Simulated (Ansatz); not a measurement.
# O on Ag(100): change of the work function

Wanted: Δφ(θ) for O/Ag(100), starting from the hollow site.

Calculated with Ansatz 0.2.0; plane-wave DFT, PBE, Ansatz PAW.

Most raw output is cut from this account.

**1. Starting point**

The cell holds 4 atoms: 4 Ag. Cell: a = 2.892 Å, b = 2.892 Å, c = 24.135 Å, α = 90.0°, β = 90.0°, γ = 90.0°. Vacuum lies along c.

Structure file:

```cif
data_structure
_symmetry_space_group_name_H-M 'P 1'
_symmetry_Int_Tables_number 1
_cell_length_a 2.8921
_cell_length_b 2.8921
_cell_length_c 24.1350
_cell_angle_alpha 90.000
_cell_angle_beta 90.000
_cell_angle_gamma 90.000
_cell_volume 201.87
loop_
_atom_site_label
_atom_site_type_symbol
_atom_site_fract_x
_atom_site_fract_y
_atom_site_fract_z
_atom_site_occupancy
Ag1 Ag 0.50000 0.50000 0.37290 1
Ag2 Ag 0.00000 0.00000 0.45763 1
Ag3 Ag 0.50000 0.50000 0.54237 1
Ag4 Ag 0.00000 0.00000 0.62710 1
```

**2. The clean slab**

The bare slab comes first, as the zero from which every change is counted. The two lowest layers are held at bulk places and the upper ones relax. The dipole correction removes the false field that a one-sided slab makes across the periodic vacuum, so each face gets a flat vacuum level of its own.

Contents of input.yaml:

```yaml
crystal:
  lattice:
    - [2.8920667351, 0.0, 0.0]
    - [0.0, 2.8920667351, 0.0]
    - [0.0, 0.0, 24.135]
  atoms:
    - { symbol: Ag, position: [0.5, 0.5, 0.3729024239] }
    - { symbol: Ag, position: [0.0, 0.0, 0.4576341413] }
    - { symbol: Ag, position: [0.5, 0.5, 0.5423658587] }
    - { symbol: Ag, position: [0.0, 0.0, 0.6270975761] }
kpoints:
  mp_grid: { grid: [12, 12, 1] }
hamiltonian:
  xc: pbe
scf:
  occupations: { method: fermi_dirac, width: 0.1 }
  convergence: { dr2_threshold: 1.0e-08 }
efield:
  axis: 3
  dipole_correction: true
  ramp_position: 0.97
  ramp_width: 0.06
relax:
  f_tol: 0.02
  max_steps: 60
  constraints: [{ sites: [0, 1] }]
output:
  write_potential: true
  write_density: true
  volumetric_format: npy
```

Launch:

```sh
$ ansatz run input.yaml --threads 4 --pin off --max-ram 6144MiB --backend cpu --events-out ev --progress --plain --runs-dir out
```

It took 31 s on 4 threads of Arm Neoverse N1, shared host; peak memory 0.57 GiB; 1.9 min of CPU time.

Step by step:

```
step  energy less that of the first step (eV)  largest force component (eV/Å)
   1                                   0.0000                          0.1102
   2                                  -0.0053                          0.0860
   3                                  -0.0083                          0.0061
```

Forces are held to the 8 operations that the run works with; a distortion that breaks them can't arise in this run.

The atoms that moved most (Å):

```csv
atom,dx,dy,dz,length
Ag4,0.000,0.000,0.093,0.093
Ag3,0.000,0.000,0.063,0.063
```

The relaxed structure:

```xyz
4
Lattice="2.8921 0.0000 0.0000 0.0000 2.8921 0.0000 0.0000 0.0000 24.1350" Properties=species:S:1:pos:R:3
Ag    1.4460    1.4460    9.0000
Ag    0.0000    0.0000   11.0450
Ag    1.4460    1.4460   13.1530
Ag    0.0000    0.0000   15.2279
```

Numbers from this step:

| Item | Value |
| --- | --- |
| energy at zero smearing | -30361.3337 eV |
| work function, upper face | 4.243 eV |
| dipole along the normal | -4.24e-4 e·Å |

Running mean over 2.045 Å of the planar mean; the ramp of the sawtooth is left out. Electron's electrostatic potential energy less the Fermi level against z:

z (Å), electron's electrostatic potential energy less the Fermi level (eV) and a bar from the least value:
```
        3       4.23 ##############################
        4       4.23 ##############################
        5       4.23 ##############################
        6       4.18 ##############################
        7       3.63 ############################
        8      -1.25 ##############
        9      -5.66 #
       10      -5.98 
       11      -5.98 
       12      -5.59 #
       13      -5.89 
       14      -5.79 #
       15      -5.75 #
       16      -2.77 #########
       17       3.10 ###########################
       18       4.16 ##############################
       19       4.24 ##############################
       20       4.24 ##############################
       21       4.24 ##############################
```

The relaxation took 3 steps and lowered the energy by 0.0083 eV; the largest force on the free atoms ends at 0.0061 eV/Å.

The work function of the upper face is 4.24 eV.

**3. Adsorbate added, k-mesh 6×6×1, coverage 0.25 ML**

System of this step: Ag16O (O/Ag(100)). The cell holds 17 atoms: 16 Ag and 1 O. Cell: a = 5.784 Å, b = 5.784 Å, c = 24.964 Å, α = 90.0°, β = 90.0°, γ = 90.0°. Vacuum lies along c.

The clean slab as it ended is repeated in the plane and the adsorbate is set on one face; the cell's size fixes the coverage, and the k-mesh shrinks with it to keep the sampling density about even. Adsorbate and upper layers relax, since the dipole depends on the height.

Contents of input.yaml:

```yaml
crystal:
  lattice:
    - [5.7841334702, 0.0, 0.0]
    - [0.0, 5.7841334702, 0.0]
    - [0.0, 0.0, 24.9636115824]
  atoms:
    - { symbol: Ag, position: [0.25, 0.25, 0.360524757] }
    - { symbol: Ag, position: [0.0, 0.0, 0.4424439935] }
    - { symbol: Ag, position: [0.25, 0.25, 0.5268866374] }
    - { symbol: Ag, position: [0.0, 0.0, 0.6100056157] }
    - { symbol: Ag, position: [0.25, 0.75, 0.360524757] }
    - { symbol: Ag, position: [0.0, 0.5, 0.4424439935] }
    - { symbol: Ag, position: [0.25, 0.75, 0.5268866374] }
    - { symbol: Ag, position: [0.0, 0.5, 0.6100056157] }
    - { symbol: Ag, position: [0.75, 0.25, 0.360524757] }
    - { symbol: Ag, position: [0.5, 0.0, 0.4424439935] }
    - { symbol: Ag, position: [0.75, 0.25, 0.5268866374] }
    - { symbol: Ag, position: [0.5, 0.0, 0.6100056157] }
    - { symbol: Ag, position: [0.75, 0.75, 0.360524757] }
    - { symbol: Ag, position: [0.5, 0.5, 0.4424439935] }
    - { symbol: Ag, position: [0.75, 0.75, 0.5268866374] }
    - { symbol: Ag, position: [0.5, 0.5, 0.6100056157] }
    - { symbol: O, position: [0.25, 0.25, 0.639475243] }
kpoints:
  mp_grid: { grid: [6, 6, 1] }
hamiltonian:
  xc: pbe
scf:
  occupations: { method: fermi_dirac, width: 0.1 }
  convergence: { dr2_threshold: 1.0e-08 }
efield:
  axis: 3
  dipole_correction: true
  ramp_position: 0.97
  ramp_width: 0.06
relax:
  f_tol: 0.02
  max_steps: 60
  constraints: [{ sites: [0, 1, 4, 5, 8, 9, 12, 13] }]
output:
  dos: { projected: true, e_range: [-8, 4] }
  write_potential: true
  write_density: true
  volumetric_format: npy
  elf: true
```

It took 5 min on 4 threads; peak memory 3.8 GiB.

The steps of the relaxation:

```csv
step,energy less that of the first step (eV),largest force component (eV/Å)
1,0.0000,0.7534
2,-0.1050,0.3007
3,-0.1280,0.1145
4,-0.1304,0.0178
```

The run keeps the 8 symmetry operations that it works with, so distortions that break them were not tested.

The atoms that moved most (Å):

```csv
atom,dx,dy,dz,length
O17,0.000,0.000,0.111,0.111
Ag15,0.000,0.000,0.073,0.073
Ag16,0.030,0.030,0.036,0.055
Ag8,-0.030,0.030,0.036,0.055
Ag12,0.030,-0.030,0.036,0.055
Ag4,-0.030,-0.030,0.036,0.055
Ag3,0.000,0.000,-0.053,0.053
Ag11,0.000,0.000,-0.009,0.009
```

The relaxed structure:

```cif
data_structure
_symmetry_space_group_name_H-M 'P 1'
_symmetry_Int_Tables_number 1
_cell_length_a 5.7841
_cell_length_b 5.7841
_cell_length_c 24.9636
_cell_angle_alpha 90.000
_cell_angle_beta 90.000
_cell_angle_gamma 90.000
_cell_volume 835.19
loop_
_atom_site_label
_atom_site_type_symbol
_atom_site_fract_x
_atom_site_fract_y
_atom_site_fract_z
_atom_site_occupancy
Ag1 Ag 0.25000 0.25000 0.36052 1
Ag2 Ag 0.00000 0.00000 0.44244 1
Ag3 Ag 0.25000 0.25000 0.52478 1
Ag4 Ag 0.99489 0.99489 0.61144 1
Ag5 Ag 0.25000 0.75000 0.36052 1
Ag6 Ag 0.00000 0.50000 0.44244 1
Ag7 Ag 0.25000 0.75000 0.52655 1
Ag8 Ag 0.99489 0.50511 0.61144 1
Ag9 Ag 0.75000 0.25000 0.36052 1
Ag10 Ag 0.50000 0.00000 0.44244 1
Ag11 Ag 0.75000 0.25000 0.52655 1
Ag12 Ag 0.50511 0.99489 0.61144 1
Ag13 Ag 0.75000 0.75000 0.36052 1
Ag14 Ag 0.50000 0.50000 0.44244 1
Ag15 Ag 0.75000 0.75000 0.52980 1
Ag16 Ag 0.50511 0.50511 0.61144 1
O17 O 0.25000 0.25000 0.64393 1
```

This step gave:

```yaml
energy_at_zero_smearing: -122011.0146 eV
work_function_upper_face: 4.893 eV
work_function_lower_face: 4.131 eV
dipole_along_the_normal: -0.1408 e·Å
step_between_the_vacuum_levels: 0.7614 eV
```

Running mean over 2.045 Å of the planar mean; the ramp of the sawtooth is left out. Electron's electrostatic potential energy less the Fermi level against z:

```
z (Å)  electron's electrostatic potential energy less the Fermi level (eV)
    4                                                                 4.13
    5                                                                 4.13
    6                                                                 4.09
    7                                                                 3.53
    8                                                                -1.31
    9                                                                -5.70
   10                                                                -6.01
   11                                                                -6.01
   12                                                                -5.59
   13                                                                -5.84
   14                                                                -5.52
   15                                                                -5.97
   16                                                                -3.58
   17                                                                 2.98
   18                                                                 4.79
   19                                                                 4.89
   20                                                                 4.89
   21                                                                 4.89
```

The density of states has structure finer than the step of the table below, so its rows give means over 0.25 eV, whole bins alone (the curve runs from -8 to 1.98 eV). Peaks (eV: height): -5.200: 68.6, -5.110: 72.7, -4.810: 73.0, -4.540: 83.2, -4.360: 93.4, -4.300: 80.0, -4.030: 75.1.

Density of states against energy, zero at the Fermi level; means over each step:

```csv
energy (eV),density of states (states/eV a cell)
-7.25,0.00196
-7.00,1.11
-6.75,1.47
-6.50,1.84
-6.25,2.32
-6.00,23.6
-5.75,44.2
-5.50,45.1
-5.25,42.4
-5.00,48.7
-4.75,45.6
-4.50,51.5
-4.25,59.5
-4.00,57.0
-3.75,52.5
-3.50,57.0
-3.25,62.4
-3.00,54.5
-2.75,15.3
-2.50,6.56
-2.25,4.71
-2.00,7.06
-1.75,6.90
-1.50,8.40
-1.25,6.10
-1.00,4.47
-0.75,4.73
-0.50,3.14
-0.25,5.42
0.00,4.64
0.25,6.08
0.50,5.04
0.75,5.02
1.00,4.97
1.25,2.24
1.50,5.49
1.75,5.78
```

Projected DOS per atom over height of the atomic layer and energy from the Fermi level. Layers: Ag4 Ag4 Ag4 Ag4 O from below.

Ten even steps from '_' (0.00 states/eV) to '@' (4.40 states/eV), each cell a mean:
```
__________
__________
__________
__________
________..
________..
________::
______..==
______..==
______..__
::----==__
@@%%##@@__
@@****%%..
@@++**%%__
**####==__
****##**--
++%%**--::
..**==....
__________
__________
__________
__________
```
Columns: height of the atomic layer (Å) from 9 to 16.1 (not evenly spaced); rows upwards: energy from the Fermi level (eV) from -7.96 to 1.95.

ELF in the ca plane at fractional y = 0.250, with atoms of Ag and O within 0.2 Å of it. It is the smooth field of the valence electrons, not physical close to the nuclei.

Ten even steps from '0' (0.00) to '9' (0.84), each cell a mean:
```
11222222111222222211111100000000000000000000
12345322111222454221111100000000000000000000
23577632111124687421111100000000000000000000
23689742111125798521111100000000000000000000
23577632111124677421111100000000000000000000
12344322111222454221111100000000000000000000
11222222111222222211111100000000000000000000
11222222111222211111111111000000000000000000
12233222111222333211124554210000000000000000
12466532111223565311258998631000000000000000
23689742111225797521278689741000000000000000
23689742111225797521278689741000000000000000
12466532111223565311258998631000000000000000
12233222111222232211124554210000000000000000
11222222111222211111111111000000000000000000
```
Columns run along c (16.0 Å, from fractional 0.31 to 0.95 of the cell), rows up along a (5.8 Å). Atoms in or near the plane, at fractional coordinates: Ag at (0.36, 0.25), Ag at (0.52, 0.25), Ag at (0.36, 0.75), Ag at (0.53, 0.75), O at (0.64, 0.25).

Valence density in the ca plane at fractional y = 0.250, with atoms of Ag and O within 0.2 Å of it. It is the smooth field of the valence electrons, not physical close to the nuclei.

Values in e/Å³, 8 rows by 16 columns, each cell a mean:
```
 0  1  0  0  0  1  0  0  0  0  0  0  0  0  0  0
 1 11  1  0  1 11  3  0  0  0  0  0  0  0  0  0
 1  8  1  0  0  7  2  0  0  0  0  0  0  0  0  0
 0  0  0  0  0  0  0  0  0  0  0  0  0  0  0  0
 0  1  0  0  0  1  0  0  0  0  0  0  0  0  0  0
 1 11  1  0  1 11  2  0  4  1  0  0  0  0  0  0
 1  8  1  0  1  8  1  0  3  0  0  0  0  0  0  0
 0  0  0  0  0  0  0  0  0  0  0  0  0  0  0  0
```
Columns run along c (16.0 Å, from fractional 0.31 to 0.95 of the cell), rows up along a (5.8 Å). Atoms in or near the plane, at fractional coordinates: Ag at (0.36, 0.25), Ag at (0.52, 0.25), Ag at (0.36, 0.75), Ag at (0.53, 0.75), O at (0.64, 0.25).

Electrostatic potential energy in the ca plane at fractional y = 0.250, with atoms of Ag and O within 0.2 Å of it. With pseudopotentials it is smooth inside the atoms' cores, unlike the true potential.

Ten even steps from '0' (-36 eV) to '9' (8 eV), each cell a mean:
```
99888899988998878899989999999999999999999999
98643589999987434789999999999999999999999999
96300158999984100479999999999999999999999999
86100048999973000279999999999999999999999999
97300268999984101479999999999999999999999999
98643589999987534789999999999999999999999999
99887899988998878899989999999999999999999999
99988899988999888999989999999999999999999999
98766789999998666899999999999999999999999999
97421378999985212589996459999999999999999999
86200158999973000379981006999999999999999999
86200158999973000379981006999999999999999999
97421378999985212589996359999999999999999999
98766789999998666899999999999999999999999999
99988899888999888999889999999999999999999999
```
Columns run along c (16.0 Å, from fractional 0.31 to 0.95 of the cell; values clipped at the 3rd and 97th percentile), rows up along a (5.8 Å). Atoms in or near the plane, at fractional coordinates: Ag at (0.36, 0.25), Ag at (0.52, 0.25), Ag at (0.36, 0.75), Ag at (0.53, 0.75), O at (0.64, 0.25).

The relaxation took 4 steps and lowered the energy by 0.13 eV; the largest force on the free atoms ends at 0.018 eV/Å.

By hand: a sheet of dipoles makes a step −p/(ε₀A) in the electron's potential. With e/ε₀ = 180.95 V·Å, p = -0.1408 e·Å and A = 33.46 Å², that is −180.95 × (-0.1408) / 33.46 = +0.761 eV, and the two vacuum levels of the run differ by +0.761 eV.

The covered face has 4.89 eV, +0.65 eV against the clean one; the bare back face has moved by -0.10 eV, a measure of how thin the slab is.

**4. The covered slab, k-mesh 12×12×1, coverage 1 ML**

System of this step: Ag4O (O/Ag(100)). The cell holds 5 atoms: 4 Ag and 1 O. Its edges and angles: a = 2.892 Å, b = 2.892 Å, c = 24.964 Å, α = 90.0°, β = 90.0°, γ = 90.0°. Vacuum lies along c.

Another coverage, to see how the dipoles act on each other as their distance changes.

input.yaml, the sections that differ from step 3:

```yaml
crystal:
  lattice:
    - [2.8920667351, 0.0, 0.0]
    - [0.0, 2.8920667351, 0.0]
    - [0.0, 0.0, 24.9636115824]
  atoms:
    - { symbol: Ag, position: [0.5, 0.5, 0.360524757] }
    - { symbol: Ag, position: [0.0, 0.0, 0.4424439935] }
    - { symbol: Ag, position: [0.5, 0.5, 0.5268866374] }
    - { symbol: Ag, position: [0.0, 0.0, 0.6100056157] }
    - { symbol: O, position: [0.5, 0.5, 0.639475243] }
kpoints:
  mp_grid: { grid: [12, 12, 1] }
relax:
  f_tol: 0.02
  max_steps: 60
  constraints: [{ sites: [0, 1] }]
output:
  write_potential: true
  write_density: true
  volumetric_format: npy
# hamiltonian, scf, efield: as in step 3
```

Wall time 54 s (4 threads); peak memory 0.64 GiB.

The steps of the relaxation:

```
step  energy less that of the first step (eV)  largest force component (eV/Å)
   1                                   0.0000                          0.9545
   2                                  -0.0782                          0.5508
   3                                  -0.1448                          0.0651
   4                                  -0.1462                          0.0225
   5                                  -0.1463                          0.0047
```

Forces are held to the 8 operations that the run works with; a distortion that breaks them can't arise in this run.

The atoms that moved most (Å):

| atom | dx | dy | dz | length |
| --- | --- | --- | --- | --- |
| Ag4 | 0.000 | 0.000 | 0.319 | 0.319 |
| Ag3 | 0.000 | 0.000 | -0.024 | 0.024 |
| O5 | 0.000 | 0.000 | -0.016 | 0.016 |

Final coordinates:

```
Ag O
1.0
     2.89207    0.00000    0.00000
     0.00000    2.89207    0.00000
     0.00000    0.00000   24.96361
Ag O
4 1
Direct
  0.50000 0.50000 0.36052
  0.00000 0.00000 0.44244
  0.50000 0.50000 0.52593
  0.00000 0.00000 0.62277
  0.50000 0.50000 0.63881
```

Numbers from this step:

* energy at zero smearing: -30926.0700 eV
* work function, upper face: 5.473 eV
* work function, lower face: 4.166 eV
* dipole along the normal: -0.06040 e·Å
* step between the vacuum levels: 1.307 eV

Running mean over 2.045 Å of the planar mean; the ramp of the sawtooth is left out. The electron's electrostatic potential energy less the Fermi level by z:

```csv
z (Å),electron's electrostatic potential energy less the Fermi level (eV)
4,4.17
5,4.16
6,4.12
7,3.57
8,-1.28
9,-5.67
10,-6.00
11,-6.03
12,-5.72
13,-5.81
14,-3.96
15,-6.71
16,-7.51
17,1.15
18,5.32
19,5.47
20,5.47
21,5.47
```

The relaxation took 5 steps and lowered the energy by 0.15 eV; the largest force on the free atoms ends at 0.0047 eV/Å.

The covered face has 5.47 eV, +1.23 eV against the clean one; the bare back face has moved by -0.07 eV, a measure of how thin the slab is.

**5. Work function against coverage**

This step: plane-wave DFT, PBE, Ansatz PAW; work function against coverage (Ansatz 0.2.0).

The runs are now put side by side.

This step gave:

- work function of the clean face: 4.243 eV
- largest change of the work function: 1.230 eV

Table of work function of the covered face by coverage:

```csv
coverage (adsorbates/nm²),work function of the covered face (eV)
0.00,4.24
2.99,4.89
11.96,5.47
```

The dipole per adsorbate comes from the change of the cell's dipole. Coverage, by row:

```
coverage (1/nm²)  coverage (ML)  work function (eV)  change (eV)  dipole per adsorbate, positive end outwards (debye)  mean height of the added atoms over the highest substrate atom (Å)
           2.989           0.25               4.893       0.6496                                               -0.668                                                               0.811
           11.96              1               5.473         1.23                                               -0.288                                                              0.4005
```

**6. Summary of results**

* work function of the clean face: 4.24 eV
* work function at 0.25 ML: 4.89 eV
* work function at 1 ML: 5.47 eV
* dipole per adsorbate at 0.25 ML, positive end outwards: -0.67 D

In words: O raises the work function of Ag(100) at the lowest coverage, by 0.65 eV: the adsorbate layer has its negative end outwards. The slab has 4 layers, at the tabulated experimental lattice constant, one starting site was run, and quantum-size effects of a slab this thin can reach one or two tenths of an eV.

[Logs are printed without paths, hosts, clocks, repeated set-up lines and the standing remarks that a program may print on its own settings, such as how far it seeks lower states.]

[Hosts, paths, dates, database ids (printed as entryN), source tags and the programs' standing remarks are cut or masked in the printed files.]

[Maps of the electrostatic potential energy from Ansatz leave out the sawtooth potential of an applied field or a dipole correction, so their vacuum need not be flat; planar profiles and work functions include it.]

[The density of states shown here was stored with 400 of the rows of the run's finer table, so its peaks can read low, often by over a quarter, or be missed, and its means over a window can be off by a tenth or more.]
